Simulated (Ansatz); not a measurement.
**SiTe2 (model cell, started as rutile): relaxing the cell for a phonon run**

Aim: bring SiTe2 (model cell, started as rutile) to small forces and stress, as phonons need.

Method: DFT r2SCAN, scalar-relativistic, plane waves, PAW, in Ansatz 0.2.0.

The structure was built from a prototype and need not be the compound's stable phase.

**1. Set-up**

Symmetry: P4_2/mnm, No. 136, tetragonal system. Conventional cell: a = 6.081 Å, b = 6.081 Å, c = 3.922 Å, α = 90.00°, β = 90.00°, γ = 90.00°. Si has 6 Te at 2.58 to 2.62 Å nearest. Te has 3 Si at 2.58 to 2.62 Å nearest. Farther neighbours and most contacts between anions are not listed.

Structure file:

```cif
data_structure
_symmetry_space_group_name_H-M 'P 1'
_symmetry_Int_Tables_number 1
_cell_length_a 6.0813
_cell_length_b 6.0813
_cell_length_c 3.9224
_cell_angle_alpha 90.000
_cell_angle_beta 90.000
_cell_angle_gamma 90.000
_cell_volume 145.06
loop_
_atom_site_label
_atom_site_type_symbol
_atom_site_fract_x
_atom_site_fract_y
_atom_site_fract_z
_atom_site_occupancy
Si1 Si 0.00000 0.00000 0.00000 1
Si2 Si 0.50000 0.50000 0.50000 1
Te3 Te 0.30500 0.30500 0.00000 1
Te4 Te 0.69500 0.69500 0.00000 1
Te5 Te 0.80500 0.19500 0.50000 1
Te6 Te 0.19500 0.80500 0.50000 1
```

**2. A coarse first look**

First a cheap look: the gap decides the mesh and the occupations, the pressure tells how far the cell has to move.

File input.yaml:

```yaml
crystal:
  lattice:
    - [6.0813, 0.0, 0.0]
    - [0.0, 6.0813, 0.0]
    - [0.0, 0.0, 3.92244]
  atoms:
    - { symbol: Si, position: [0.0, 0.0, 0.0] }
    - { symbol: Si, position: [0.5, 0.5, 0.5] }
    - { symbol: Te, position: [0.305, 0.305, 0.0] }
    - { symbol: Te, position: [0.695, 0.695, 0.0] }
    - { symbol: Te, position: [0.805, 0.195, 0.5] }
    - { symbol: Te, position: [0.195, 0.805, 0.5] }
kpoints:
  mp_grid: { grid: [4, 4, 6] }
hamiltonian:
  xc: r2scan
scf:
  occupations: { method: gaussian, width: 0.1 }
output:
  forces: true
  stress: true
  eigenvalues: true
```

The run is started by

```bash
$ ansatz run input.yaml --threads 8 --pin off --max-ram 14336MiB --backend cpu --events-out ev --progress --plain --runs-dir out
```

Numbers of over 12 decimals in the logs are rounded to 6 here.

The program printed:

```text
Engine: ansatz 0.2.0, aarch64-unknown-linux-gnu
Pseudopotentials: kind: paw
Pseudopotential: Si, paw, valence charge 4, recommended cutoff 500 eV (meta_gga), Si.paw.azcp
Pseudopotential: Te, paw, valence charge 16, recommended cutoff 500 eV (meta_gga), Te.paw.azcp
Functional definition: r2SCAN
  parameter k0 = 0.174
  parameter k1 = 0.065
  parameter a1 = 4.9479
  exchange = r2scan_x(k0 = k0, k1 = k1, a1 = a1)
[...]
k-point 0: bands = [... 32 lower, 9.3251, 9.3251, 10.6010, 10.9397, 10.9397, 11.8864, 13.1048, 13.1048, ... 4 higher]
  k-point 1: bands = [... 32 lower, 7.7663, 10.7289, 10.7289, 10.8116, 11.2314, 12.1959, 13.5525, 14.1965, ... 4 higher]
  k-point 2: bands = [... 32 lower, 6.9344, 9.4098, 9.4098, 9.6978, 10.5882, 12.4074, 15.4226, 15.4226, ... 4 higher]
  k-point 23: bands = [... 32 lower, 9.2396, 9.2396, 9.8571, 9.8571, 10.9868, 10.9868, 14.3922, 14.3922, ... 4 higher]
[key lines of the parts left out:]
SCF converged after 8 iterations
Free energy (F): -29255.062026 eV
Fermi energy:    10.677549 eV
P = ⅓ Tr σ = 11.7174 GPa (117.174 kbar)
```

Elapsed: 6.2 s, on 8 threads of Arm Neoverse N1, shared host; peak memory 0.96 GiB.

Numbers from this step:

* pressure: 11.72 GPa
* volume per atom: 24.18 Å³
* gap on the k-mesh: 0 eV

The coarse mesh shows no gap and a pressure of 11.7 GPa.

**3. Rough relaxation**

A rough relaxation comes first, because large forces or stress need no tight tolerances yet.

input.yaml: that of step 2 with these lines changed.

```diff
@@ -22 +22,6 @@
   eigenvalues: true
+relax:
+  adjacent_minimum: "off"
+  f_tol: 0.05
+  max_steps: 80
+  cell: { stress_tol: 0.5 }
```

The program printed:

```text
[...]
Crystal: 6 atoms, lattice volume = 145.060 Å³
Basis set: ecut = 500 eV, 3671 PW (Γ), exchange–correlation on 180×180×120 points (64 copies of the dense FFT grid, shifted against one another)
Bands: 44, of which v1, the nominal top of the filled ones, is band 36 counted from 1 (35 counted from 0)
Symmetry: 16 space group operations
[...]
k-points: 24 of 96
[...]
cell:  # Å, volume = 167.5834 Å³
    - [6.406976, 0, 0]
    - [0, 6.406976, 0]
    - [0, 0, 4.082487]
  atoms:
    - { symbol: Si, position: [-1.901702460523041e-19, 0, 0] }
    - { symbol: Si, position: [0.5, 0.5, 0.5] }
    - { symbol: Te, position: [0.300846, 0.300846, 0] }
    - { symbol: Te, position: [0.699154, 0.699154, 0] }
    - { symbol: Te, position: [0.800846, 0.199154, 0.5] }
    - { symbol: Te, position: [0.199154, 0.800846, 0.5] }
[key lines of the parts left out:]
SCF converged after 5 iterations
Free energy (F): -29255.833919 eV
Fermi energy:    8.425300 eV
P = ⅓ Tr σ = 0.2172 GPa (2.172 kbar)
```

It took 23 s on 8 threads; peak memory 1.1 GiB.

Step by step:

```csv
step,energy less that of the first step (eV),largest force component (eV/Å),pressure (GPa),volume (Å³)
1,0.0000,0.4380,11.72,145.06
2,-0.7601,0.0603,0.81,165.70
3,-0.7683,0.0416,0.20,167.58
4*,-0.7719,0.0416,0.22,167.58
```

Relaxation steps marked * repeat the geometry before them on a plane-wave basis chosen anew for their cell, so energy and pressure can jump there.

Forces are held to the 16 operations that the run works with; a distortion that breaks them can't arise in this run.

```
conventional cell, symmetrised  before  after   change
                         a (Å)   6.081  6.407   +5.4 %
                         b (Å)   6.081  6.407   +5.4 %
                         c (Å)   3.922  4.082   +4.1 %
              volume (Å³/atom)   24.18  27.93  +15.5 %
```

The atoms that moved most (Å, as changes of fractional coordinates times the final cell):

```csv
atom,dx,dy,dz,length
Te4,0.027,0.027,0.000,0.038
Te3,-0.027,-0.027,0.000,0.038
Te5,-0.027,0.027,0.000,0.038
Te6,0.027,-0.027,0.000,0.038
```

The relaxed structure:

```xyz
6
Lattice="6.4070 0.0000 0.0000 0.0000 6.4070 0.0000 0.0000 0.0000 4.0825" Properties=species:S:1:pos:R:3 pbc="T T T"
Si    0.0000    0.0000    0.0000
Si    3.2035    3.2035    2.0412
Te    1.9275    1.9275    0.0000
Te    4.4795    4.4795    0.0000
Te    5.1310    1.2760    2.0412
Te    1.2760    5.1310    2.0412
```

This step gave:

```
pressure        : 0.2172 GPa
volume per atom : 27.93 Å³
```

In this step the volume went from 24.18 to 27.93 Å³/atom.

**4. Bringing the structure to rest**

The cell and atoms are relaxed, since residual forces and stress would shift the frequencies.

File input.yaml:

```yaml
crystal:
  lattice:
    - [6.4069758316, 0.0, 0.0]
    - [0.0, 6.4069758316, 0.0]
    - [0.0, 0.0, 4.0824870328]
  atoms:
    - { symbol: Si, position: [0.0, 0.0, 0.0] }
    - { symbol: Si, position: [0.5, 0.5, 0.5] }
    - { symbol: Te, position: [0.3008457272, 0.3008457272, 0.0] }
    - { symbol: Te, position: [0.6991542728, 0.6991542728, 0.0] }
    - { symbol: Te, position: [0.8008457272, 0.1991542728, 0.5] }
    - { symbol: Te, position: [0.1991542728, 0.8008457272, 0.5] }
kpoints:
  mp_grid: { grid: [6, 6, 10] }
hamiltonian:
  xc: r2scan
scf:
  occupations: { method: gaussian, width: 0.1 }
output:
  forces: true
  stress: true
  eigenvalues: true
  write_density: true
  write_potential: true
  elf: true
  volumetric_format: npy
relax:
  adjacent_minimum: "off"
  f_tol: 0.005
  max_steps: 80
  cell: { stress_tol: 0.05 }
```

The program printed:

```text
[...]
Crystal: 6 atoms, lattice volume = 167.583 Å³
Basis set: ecut = 500 eV, 4251 PW (Γ), exchange–correlation on 192×192×120 points (64 copies of the dense FFT grid, shifted against one another)
Bands: 44, of which v1, the nominal top of the filled ones, is band 36 counted from 1 (35 counted from 0)
Symmetry: 16 space group operations
[...]
k-points: 60 of 360
[...]
SCF iter   1: F=—  HF=-29255.766771 eV  |F-HF|=—  |Δ(HF+E_count)|=         —  Δρ=4.97e-3  dr2=7.72e-2  dr2_τ=8.09e-3  ethr=1.77e-3  ⟨swp⟩=7.5  Hψ=11404  notcnv=0  defer=12
[...]
SCF iter   8: F=-29255.801788 eV  HF=-29255.801788 eV  |F-HF|=2.86e-9  |Δ(HF+E_count)|=   3.00e-8  Δρ=2.92e-6  dr2=1.46e-8  dr2_τ=6.07e-10  ethr=1.39e-10  ⟨swp⟩=15.5  Hψ=19264  notcnv=0
SCF 1 converged in 8 iterations: F = -29255.801788 eV  dr2 = 1.46e-8
[...]
relax step   1: F+E_penalty+E_count = -29255.80178798 eV  Δ(F+E_penalty+E_count) = +0.000e0 eV  max|allowed force component| = 8.592e-2 eV/Å  Δτ_max = 0.0000 Å  P = +0.271 GPa  Ω = 167.583 Å³  (8 SCF iters, dr2 threshold 1.00e-7 eV, accepted)
Crystal: 6 atoms, lattice volume = 169.404 Å³
Basis set: ecut = 500 eV, 4291 PW (Γ), exchange–correlation on 192×192×120 points (64 copies of the dense FFT grid, shifted against one another)
[...]
SCF iter   6: F=-29255.812209 eV  HF=-29255.812209 eV  |F-HF|=2.43e-8  |Δ(HF+E_count)|=   3.96e-7  Δρ=4.74e-6  dr2=4.65e-8  dr2_τ=4.64e-10  ethr=8.33e-10  ⟨swp⟩=12.0  Hψ=19368  notcnv=0
SCF 2 converged in 6 iterations: F = -29255.812209 eV  dr2 = 4.65e-8
relax step   2: F+E_penalty+E_count = -29255.81220893 eV  Δ(F+E_penalty+E_count) = -1.042e-2 eV  max|allowed force component| = 5.747e-3 eV/Å  Δτ_max = 0.0164 Å  P = -0.137 GPa  Ω = 169.404 Å³  energy of the carried Pulay correction = -1.868e-4 eV  (6 SCF iters, dr2 threshold 6.00e-7 eV, accepted)
Crystal: 6 atoms, lattice volume = 169.042 Å³
Basis set: ecut = 500 eV, 4307 PW (Γ), exchange–correlation on 192×192×120 points (64 copies of the dense FFT grid, shifted against one another)
[...]
SCF iter   5: F=-29255.813375 eV  HF=-29255.813375 eV  |F-HF|=3.05e-8  |Δ(HF+E_count)|=   6.62e-7  Δρ=7.56e-6  dr2=1.72e-7  dr2_τ=1.27e-9  ethr=4.86e-10  ⟨swp⟩=11.9  Hψ=19200  notcnv=0
SCF 3 converged in 5 iterations: F = -29255.813375 eV  dr2 = 1.72e-7
relax step   3: F+E_penalty+E_count = -29255.81337533 eV  Δ(F+E_penalty+E_count) = -1.166e-3 eV  max|allowed force component| = 1.483e-2 eV/Å  Δτ_max = 0.0073 Å  P = -0.013 GPa  Ω = 169.042 Å³  energy of the carried Pulay correction = -1.499e-4 eV  (5 SCF iters, dr2 threshold 3.50e-7 eV, accepted)
[...]
relax step   4: F+E_penalty+E_count = -29255.81359221 eV  Δ(F+E_penalty+E_count) = -2.169e-4 eV  max|allowed force component| = 1.238e-3 eV/Å  Δτ_max = 0.0037 Å  P = +0.025 GPa  Ω = 168.979 Å³  energy of the carried Pulay correction = -1.434e-4 eV  (6 SCF iters, dr2 threshold 1.37e-8 eV, accepted)
[...]
SCF iter   1: F=—  HF=-29255.813733 eV  |F-HF|=—  |Δ(HF+E_count)|=         —  Δρ=1.42e-5  dr2=2.64e-8  dr2_τ=1.80e-7  ethr=2.56e-7  ⟨swp⟩=3.4  Hψ=17642  notcnv=0
eigensolver tolerance schedule: the retry pair's looser diagonalisation over-reported the residual by 6975.62 of it (diagonalisation noise at 1.36 of the residual, at the tolerance the schedule requests for it); recorded, not acted on — ethr = c·dr2/N_el stays at c = 1.0e-1
[...]
SCF iter   2: F=—  HF=-29255.813760 eV  |F-HF|=—  |Δ(HF+E_count)|=   2.65e-5  Δρ=7.33e-6  dr2=7.85e-9  dr2_τ=9.52e-9  ethr=3.67e-11  ⟨swp⟩=4.3  Hψ=7424  notcnv=0
[...]
SCF iter   5: F=-29255.813760 eV  HF=-29255.813760 eV  |F-HF|=2.91e-11  |Δ(HF+E_count)|=  4.22e-10  Δρ=6.30e-8  dr2=1.14e-11  dr2_τ=3.29e-13  ethr=1.00e-12  ⟨swp⟩=8.0  Hψ=13341  notcnv=0
SCF 5 converged in 5 iterations: F = -29255.813760 eV  dr2 = 1.14e-11
relax step   5: F+E_penalty+E_count = -29255.81376000 eV  Δ(F+E_penalty+E_count) = -1.678e-4 eV  max|allowed force component| = 1.253e-3 eV/Å  Δτ_max = 0.0000 Å  P = +0.026 GPa  Ω = 168.979 Å³  stress off target by 3.54e-2 GPa  SCF on the basis re-selected at this cell (its energy is not comparable with the rows above)  (5 SCF iters)
[...]
SCF converged after 5 iterations
Free energy (F): -29255.813760 eV
[...]
Internal energy: -29255.796274 eV  (E = F + TS)
E sigma→0 (E₀):  -29255.805017 eV
Entropy (-TS):   -0.017486 eV (-2.914 meV/atom)
Fermi energy:    8.367545 eV
[...]
--- Forces (eV/Å), atoms counted from 1 ---
  atom   1  Si    -0.00000000     0.00000000     0.00000000
  atom   2  Si     0.00000000     0.00000000     0.00000000
  atom   3  Te    -0.00125285    -0.00125285     0.00000000
  atom   4  Te     0.00125285     0.00125285     0.00000000
  atom   5  Te    -0.00125285     0.00125285     0.00000000
  atom   6  Te     0.00125285    -0.00125285     0.00000000
  max |Σ_I F_I| component: 3.47e-18 eV/Å
--- Stress (GPa, compression-positive) ---
        0.021644       0.000000       0.000000
        0.000000       0.021644       0.000000
        0.000000       0.000000       0.035362
  P = ⅓ Tr σ = 0.0262 GPa (0.262 kbar)
--- Band table (eV; the first three rows and the last of 60) ---
  k-point 0: bands = [... 32 lower, 7.3346, 7.3346, 8.4435, 8.4435, 8.7903, 9.2835, 10.4480, 10.4480, ... 4 higher]
  k-point 1: bands = [... 32 lower, 6.6470, 7.8840, 8.4939, 8.4939, 9.1313, 9.3675, 10.8870, 10.8870, ... 4 higher]
  k-point 2: bands = [... 32 lower, 5.5576, 8.1819, 8.1819, 8.4654, 8.6784, 10.4838, 11.3144, 11.6013, ... 4 higher]
  k-point 59: bands = [... 32 lower, 7.1951, 7.1951, 7.6390, 7.6390, 8.2452, 8.2452, 11.8843, 11.8843, ... 4 higher]
--- Relaxed structure (4 steps of the walk, 4 accepted, 1 SCFs on fresh bases) ---
[...]
cell:  # Å, volume = 168.9789 Å³
    - [6.474246, 0, 0.0]
    - [0, 6.474246, 0.0]
    - [0.0, 0.0, 4.031382]
  atoms:
    - { symbol: Si, position: [1.0153328506139382e-19, 0, 0.0] }
    - { symbol: Si, position: [0.5, 0.5, 0.500000] }
    - { symbol: Te, position: [0.302255, 0.302255, 0.0] }
    - { symbol: Te, position: [0.697745, 0.697745, 0.0] }
    - { symbol: Te, position: [0.802255, 0.197745, 0.500000] }
    - { symbol: Te, position: [0.197745, 0.802255, 0.500000] }
```

Run time: 61 s. Hardware: 8 threads; peak memory 1.3 GiB; 8 min of CPU time.

Step by step:

```
step  energy less that of the first step (eV)  largest force component (eV/Å)  pressure (GPa)  volume (Å³)
   1                                   0.0000                          0.0859            0.27       167.58
   2                                  -0.0104                          0.0057           -0.14       169.40
   3                                  -0.0116                          0.0148           -0.01       169.04
   4                                  -0.0118                          0.0012            0.03       168.98
  5*                                  -0.0120                          0.0013            0.03       168.98
```

Relaxation steps marked * repeat the geometry before them on a plane-wave basis chosen anew for their cell, so energy and pressure can jump there.

The run keeps the 16 symmetry operations that it works with, so distortions that break them were not tested.

| conventional cell, symmetrised | before | after | change |
| --- | --- | --- | --- |
| a (Å) | 6.407 | 6.474 | +1.0 % |
| b (Å) | 6.407 | 6.474 | +1.0 % |
| c (Å) | 4.082 | 4.031 | -1.3 % |
| volume (Å³/atom) | 27.93 | 28.16 | +0.8 % |

The atoms that moved most (Å, as changes of fractional coordinates times the final cell):

```
atom      dx      dy     dz  length
 Te4  -0.009  -0.009  0.000   0.013
 Te3   0.009   0.009  0.000   0.013
 Te5   0.009  -0.009  0.000   0.013
 Te6  -0.009   0.009  0.000   0.013
```

Final coordinates:

```cif
data_structure
_symmetry_space_group_name_H-M 'P 1'
_symmetry_Int_Tables_number 1
_cell_length_a 6.4742
_cell_length_b 6.4742
_cell_length_c 4.0314
_cell_angle_alpha 90.000
_cell_angle_beta 90.000
_cell_angle_gamma 90.000
_cell_volume 168.98
loop_
_atom_site_label
_atom_site_type_symbol
_atom_site_fract_x
_atom_site_fract_y
_atom_site_fract_z
_atom_site_occupancy
Si1 Si 0.00000 0.00000 0.00000 1
Si2 Si 0.50000 0.50000 0.50000 1
Te3 Te 0.30225 0.30225 0.00000 1
Te4 Te 0.69775 0.69775 0.00000 1
Te5 Te 0.80225 0.19775 0.50000 1
Te6 Te 0.19775 0.80225 0.50000 1
```

Numbers from this step:

* pressure: 0.02622 GPa
* volume per atom: 28.16 Å³

ELF in the ab plane at fractional z = 0.000, with atoms of Si and Te within 0.2 Å of it. It is the smooth field of the valence electrons, not physical close to the nuclei.

Values, 10 rows by 16 columns, each cell a mean:
```
0.42 0.50 0.54 0.28 0.08 0.03 0.02 0.07 0.27 0.48 0.51 0.45 0.45 0.61 0.68 0.49
0.48 0.44 0.31 0.14 0.06 0.03 0.06 0.36 0.72 0.71 0.57 0.48 0.53 0.65 0.69 0.58
0.13 0.09 0.07 0.05 0.03 0.03 0.10 0.46 0.64 0.46 0.14 0.04 0.18 0.49 0.61 0.34
0.05 0.02 0.03 0.05 0.06 0.05 0.06 0.24 0.46 0.41 0.20 0.11 0.28 0.57 0.71 0.38
0.03 0.13 0.38 0.52 0.51 0.39 0.22 0.13 0.20 0.36 0.46 0.54 0.65 0.74 0.63 0.20
0.10 0.55 0.76 0.65 0.49 0.43 0.43 0.36 0.18 0.11 0.19 0.31 0.35 0.27 0.12 0.03
0.16 0.59 0.62 0.35 0.06 0.05 0.26 0.49 0.46 0.16 0.04 0.03 0.03 0.03 0.03 0.03
0.27 0.53 0.61 0.41 0.17 0.16 0.39 0.64 0.64 0.24 0.04 0.03 0.05 0.09 0.14 0.18
0.55 0.70 0.71 0.62 0.57 0.61 0.70 0.73 0.47 0.11 0.03 0.04 0.11 0.30 0.50 0.53
0.48 0.49 0.63 0.43 0.29 0.30 0.31 0.20 0.07 0.03 0.04 0.06 0.18 0.46 0.54 0.39
```
Columns run along a (6.5 Å), rows up along b (6.5 Å). Atoms in or near the plane, at fractional coordinates: Si at (0.00, 0.00), Te at (0.30, 0.30), Te at (0.70, 0.70).

(Part 1 of 2 ends here.)

[Logs are printed without paths, hosts, clocks, repeated set-up lines and the standing remarks that a program may print on its own settings, such as how far it seeks lower states.]

[Hosts, paths, dates, database ids (printed as entryN), source tags and the programs' standing remarks are cut or masked in the printed files.]
